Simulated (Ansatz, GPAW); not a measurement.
# Work function of a 7-layer slab of K(100) at several levels, part 3 of 3

Wanted: work functions and dipole of a 7-layer slab of K(100), with the cost of each level.

GPAW 26.7.0 and Ansatz 0.2.0; Ansatz plane waves; slab in vacuum with a dipole correction, relaxation (the session's first sound run).

So far, upper work function (eV): step 2 (relaxing the atoms, PBE) 2.26; step 5 (self-consistent run: xc = "LDA") 2.38; step 6 (self-consistent run: xc = "vdW-DF2", GPAW, PAW setups, GPAW) 2.58; step 7 (real-space grid: mode = "fd", PBE, GPAW) 2.26; step 8 (atomic orbitals: mode = "lcao", PBE, GPAW) 2.26.

## Step 10: A second plane-wave code

A second program with its own datasets checks the number independently.

This step: Ansatz plane waves; slab in vacuum with a dipole correction (Ansatz 0.2.0).

File input.yaml:

```yaml
crystal:
  lattice:
    - [5.23, 0.0, 0.0]
    - [0.0, 5.23, 0.0]
    - [0.0, 0.0, 33.69]
  atoms:
    - { symbol: K, position: [0.0, 0.0, 0.267141585] }
    - { symbol: K, position: [0.5, 0.5, 0.3447610567] }
    - { symbol: K, position: [0.0, 0.0, 0.4223805283] }
    - { symbol: K, position: [0.5, 0.5, 0.5027388319] }
    - { symbol: K, position: [0.0, 0.0, 0.5828679881] }
    - { symbol: K, position: [0.5, 0.5, 0.6616016608] }
    - { symbol: K, position: [0.0, 0.0, 0.743062053] }
kpoints:
  mp_grid: { grid: [6, 6, 1] }
hamiltonian:
  xc: pbe
scf:
  occupations: { method: fermi_dirac, width: 0.1 }
efield:
  axis: 3
  dipole_correction: true
  ramp_width: 0.05
output:
  forces: true
  write_potential: true
  write_density: true
  volumetric_format: npy
  elf: true
```

The run is started by

```console
> ansatz run input.yaml --threads 4 --pin off --max-ram 8192MiB --backend cpu --events-out ev --progress --plain --runs-dir out
```

Numbers of over 12 decimals in the logs are rounded to 6 here.

The log of the run:

```text
[...]
Crystal: 7 atoms, lattice volume = 921.519 Å³
Basis set: ecut = 420 eV, 18073 PW (Γ), exchange–correlation on 72×72×480 points (8 copies of the dense FFT grid, shifted against one another)
Bands: 39, of which v1, the nominal top of the filled ones, is band 32 counted from 1 (31 counted from 0)
Symmetry: 8 space group operations
[...]
k-points: 10 of 36
[...]
SCF iter   1: F=—  HF=-10764.186589 eV  |F-HF|=—  |Δ(HF+E_count)|=         —  Δρ=4.16e-4  dr2=4.41e-2  ethr=1.77e-3  p=0.008 e·Å  D=1.56e-3 V/Å  ΔV_dip=-0.05 eV  dr2_dipole=3.70e-3  V_vac-E_F(+/−)=2.21/2.26 eV  ⟨swp⟩=12.0  Hψ=2016  notcnv=0
[...]
SCF iter   7: F=-10764.189036 eV  HF=-10764.189036 eV  |F-HF|=1.32e-9  |Δ(HF+E_count)|=   7.61e-9  Δρ=7.35e-7  dr2=2.26e-8  ethr=1.59e-10  p=0.001 e·Å  D=1.31e-4 V/Å  ΔV_dip=-0.00 eV  dr2_dipole=5.07e-10  V_vac-E_F(+/−)=2.26/2.27 eV  ⟨swp⟩=16.3  Hψ=2987  notcnv=0
SCF 1 converged in 7 iterations: F = -10764.189036 eV  dr2 = 2.26e-8
[...]
SCF converged after 7 iterations
Free energy (F): -10764.189036 eV
[...]
Internal energy: -10763.992625 eV  (E = F + TS)
E sigma→0 (E₀):  -10764.090830 eV
Entropy (-TS):   -0.196411 eV (-28.059 meV/atom)
Fermi energy:    0.024499 eV
Dipole field:    D = 0.000117 V/Å  (p = 0.000596 e·Å, saw-weighted, corrected)
Work function:   Φ+ = 2.2616 eV   Φ− = 2.2656 eV
[...]
--- Forces (eV/Å), atoms counted from 1 ---
  atom   1  K     -0.00000000     0.00000000    -0.02838322
  atom   2  K     -0.00000000     0.00000000     0.01612289
  atom   3  K     -0.00000000     0.00000000     0.01090804
  atom   4  K     -0.00000000     0.00000000    -0.00021265
  atom   5  K      0.00000000     0.00000000    -0.00076312
  atom   6  K      0.00000000     0.00000000     0.00348454
  atom   7  K      0.00000000     0.00000000    -0.00115094
  max |Σ_I F_I| component: 5.53e-6 eV/Å
--- Band table (eV; the first three rows and the last of 10) ---
  k-point 0: bands = [... 28 lower, -2.0449, -1.7827, -1.3450, -0.7791, -0.1414, 0.4946, 1.0916, 1.6554, ... 3 higher]
  k-point 1: bands = [... 28 lower, -1.8706, -1.6118, -1.1802, -0.6214, 0.0082, 0.6328, 1.1998, 1.4275, ... 3 higher]
  k-point 2: bands = [... 28 lower, -1.3627, -1.1143, -0.7013, -0.1660, 0.4225, 0.4408, 0.6420, 1.0009, ... 3 higher]
  k-point 9: bands = [... 28 lower, 0.5841, 0.6148, 0.8042, 0.8042, 0.8223, 0.9108, 0.9482, 0.9482, ... 3 higher]
```

The job ended after 6.1 s (4 threads of AMD EPYC 9R14 (Zen 4), shared host; peak memory 1.2 GiB).

This step gave:

```
upper work function     : 2.262 eV
lower work function     : 2.266 eV
dipole along the normal : 5.96e-4 e·Å
dipole field            : 1.17e-4 V/Å
vacuum level below      : 2.290 eV
```

The electrostatic potential energy of an electron (with the applied field's), less the Fermi level, planar mean oscillates, so the rows of the table below give means over windows of 2.67 Å about each position, cut where the curve ends. Its maxima inside the range that stand out by 2 % of the span (Å: eV): 10.4: 0.914, 12.9: 0.912, 15.6: 1.04, 18.2: 1.02, 20.9: 0.955, 23.6: 1.10. Its minima: 9.0: -2.80, 11.7: -2.63, 14.2: -2.61, 17.0: -2.65, 19.7: -2.62, 22.3: -2.62, 25.0: -2.78.

Table of electrostatic potential energy of an electron (with the applied field's), less the Fermi level, planar mean by z; means over each step:

| z (Å) | electrostatic potential energy of an electron (with the applied field's), less the Fermi level, planar mean (eV) |
| --- | --- |
| 1.33 | 2.27 |
| 4.00 | 2.26 |
| 6.67 | 1.89 |
| 9.34 | -0.721 |
| 12.02 | -0.648 |
| 14.68 | -0.591 |
| 17.36 | -0.614 |
| 20.02 | -0.616 |
| 22.70 | -0.567 |
| 25.37 | -0.574 |
| 28.04 | 2.12 |
| 30.70 | 2.26 |
| 33.38 | 2.26 |

The valence density, planar mean oscillates, so the rows of the table below give means over windows of 2.67 Å about each position, cut where the curve ends. Its maxima inside the range that stand out by 2 % of the span (Å: e/Å³): 9.0: 0.265, 11.7: 0.266, 14.2: 0.266, 17.0: 0.265, 19.7: 0.267, 22.3: 0.266, 25.0: 0.264. Its minima: 10.2: 0.0259, 12.9: 0.0244, 15.6: 0.0224, 18.2: 0.0227, 20.9: 0.0237, 23.7: 0.0228.

Table of valence density, planar mean by z; means over each step:

| z (Å) | valence density, planar mean (e/Å³) |
| --- | --- |
| 1.33 | 1.4e-6 |
| 4.00 | 9.3e-5 |
| 6.67 | 0.00489 |
| 9.34 | 0.123 |
| 12.02 | 0.124 |
| 14.68 | 0.123 |
| 17.36 | 0.123 |
| 20.02 | 0.123 |
| 22.70 | 0.123 |
| 25.37 | 0.118 |
| 28.04 | 0.00158 |
| 30.70 | 3.3e-5 |
| 33.38 | 7.8e-7 |

ELF in the ca plane at fractional y = 0.000, with atoms of K within 0.2 Å of it. It is the smooth field of the valence electrons, not physical close to the nuclei.

Values, 8 rows by 16 columns, each cell a mean:
```
0.83 0.40 0.24 0.32 0.26 0.82 0.72 0.10 0.44 0.11 0.71 0.82 0.32 0.07 0.14 0.03
0.50 0.12 0.35 0.41 0.09 0.46 0.29 0.16 0.49 0.21 0.27 0.48 0.08 0.13 0.13 0.03
0.07 0.19 0.46 0.48 0.25 0.07 0.10 0.37 0.49 0.45 0.13 0.06 0.12 0.24 0.11 0.02
0.39 0.48 0.47 0.46 0.49 0.40 0.44 0.49 0.45 0.57 0.56 0.44 0.44 0.30 0.09 0.02
0.28 0.42 0.48 0.47 0.45 0.29 0.35 0.47 0.46 0.55 0.44 0.30 0.36 0.29 0.10 0.02
0.09 0.12 0.44 0.47 0.16 0.08 0.07 0.30 0.50 0.37 0.08 0.09 0.07 0.20 0.12 0.02
0.70 0.19 0.31 0.38 0.12 0.66 0.45 0.13 0.48 0.16 0.43 0.68 0.15 0.10 0.14 0.03
0.77 0.45 0.22 0.30 0.30 0.79 0.76 0.10 0.42 0.11 0.75 0.78 0.37 0.07 0.14 0.04
```
Columns run along c (16.0 Å, from fractional 0.42 to 0.89 of the cell), rows up along a (5.2 Å). Atoms in or near the plane, at fractional coordinates: K at (0.42, 0.00), K at (0.58, 0.00), K at (0.74, 0.00).

Valence density in the ca plane at fractional y = 0.000, with atoms of K within 0.2 Å of it. It is the smooth field of the valence electrons, not physical close to the nuclei.

Values in e/Å³, 8 rows by 16 columns, each cell a mean:
```
2.8 0.3 0.0 0.0 0.1 2.5 1.3 0.0 0.0 0.0 1.3 2.5 0.2 0.0 0.0 0.0
0.4 0.1 0.0 0.0 0.0 0.3 0.2 0.0 0.0 0.0 0.2 0.3 0.0 0.0 0.0 0.0
0.0 0.0 0.0 0.0 0.0 0.0 0.0 0.0 0.0 0.0 0.0 0.0 0.0 0.0 0.0 0.0
0.0 0.0 0.0 0.0 0.0 0.0 0.0 0.0 0.0 0.0 0.0 0.0 0.0 0.0 0.0 0.0
0.0 0.0 0.0 0.0 0.0 0.0 0.0 0.0 0.0 0.0 0.0 0.0 0.0 0.0 0.0 0.0
0.0 0.0 0.0 0.0 0.0 0.0 0.0 0.0 0.0 0.0 0.0 0.0 0.0 0.0 0.0 0.0
0.8 0.1 0.0 0.0 0.1 0.7 0.4 0.0 0.0 0.0 0.4 0.8 0.1 0.0 0.0 0.0
3.5 0.4 0.0 0.0 0.2 3.1 1.7 0.0 0.0 0.0 1.6 3.1 0.2 0.0 0.0 0.0
```
Columns run along c (16.0 Å, from fractional 0.42 to 0.89 of the cell), rows up along a (5.2 Å). Atoms in or near the plane, at fractional coordinates: K at (0.42, 0.00), K at (0.58, 0.00), K at (0.74, 0.00).

Electrostatic potential energy in the ca plane at fractional y = 0.000, with atoms of K within 0.2 Å of it. With pseudopotentials it is smooth inside the atoms' cores, unlike the true potential.

Ten even steps from '0' (-43 eV) to '9' (2 eV), each cell a mean:
```
00168999999986100268999999985100278999999999
22589999999998522589999999997423589999999999
77899999999999877899999999998877899999999999
99999999999999999999999999999999999999999999
99999999999999999999999999999999999999999999
99999999999999999999999999999999999999999999
99999999999999999999999999999999999999999999
99999999999999999999999999999999999999999999
99999999999999999999999999999999999999999999
99999999999999999999999999999999999999999999
88899999999999888899999999999888899999999999
55789999999998755789999999998655789999999999
00378999999987300379999999986200378999999999
00168999999985100168999999985000168999999999
```
Columns run along c (16.0 Å, from fractional 0.42 to 0.89 of the cell; values clipped at the 3rd and 97th percentile), rows up along a (5.2 Å). Atoms in or near the plane, at fractional coordinates: K at (0.42, 0.00), K at (0.58, 0.00), K at (0.74, 0.00).

The upper face's work function is 2.262 eV, against 2.263 eV in the first plane-wave PBE run at this geometry.

## Step 11: Side by side

Results and costs are gathered.

This step: comparison of work functions, dipole and cost (GPAW 26.7.0).

Ladder, by row:

| step | code | work function, upper (eV) | work function, lower (eV) | dipole (e Å) | wall time (s) | peak memory (GiB) | threads |
| --- | --- | --- | --- | --- | --- | --- | --- |
| pw | GPAW | 2.263 | 2.268 | 7.10e-4 | 143.7 | 0.48 | 1 |
| optPBE-vdW | GPAW | 2.421 | 2.427 | 8.77e-4 | 205.1 | 0.96 | 1 |
| LDA | GPAW | 2.383 | 2.386 | 5.14e-4 | 136.8 | 0.48 | 1 |
| vdW-DF2 | GPAW | 2.577 | 2.577 | -1.15e-4 | 273.8 | 0.96 | 1 |
| fd | GPAW | 2.26 | 2.265 | 7.16e-4 | 988.1 | 2.08 | 1 |
| lcao | GPAW | 2.257 | 2.26 | 4.06e-4 | 756.3 | 0.8 | 1 |
| ansatz | Ansatz | 2.262 | 2.266 | 5.96e-4 | 6.1 | 1.235 | 4 |

## Step 12: Results

```
work function, both faces : 2.26 eV
dipole along the normal   : 7.1e-4 e Å
```

**Reading.** With plane waves and PBE the work function is 2.26 eV on the upper face and 2.27 eV on the lower. The measured value for polycrystalline K, which weights the faces of low work function, is 2.29 eV (as compiled in "Anisotropic work function of elemental crystals", 2019, arxiv:1902.07811); the relaxed upper face lies 0.027 eV under it with PBE, and PBE comes nearest (2.26 eV). Measured work functions scatter by a tenth of an eV or more between methods. Over the sound runs of the table the upper face's work function spans 2.257 (lcao) to 2.577 eV (vdW-DF2). The two plane-wave codes differ by 0.0013 eV on the upper face. The small printed dipole stands for a step of -4.7 meV from the lower to the upper face, and the probes find -4.8 meV; values this small are near the numerical noise of both. The in-plane lattice was kept as typed, which isn't the functional's own and leaves some strain; spin-orbit coupling and temperature are left out.

[Logs are printed without paths, hosts, clocks, repeated set-up lines and the standing remarks that a program may print on its own settings, such as how far it seeks lower states.]

[Hosts, paths, dates, database ids (printed as entryN), source tags and the programs' standing remarks are cut or masked in the printed files.]
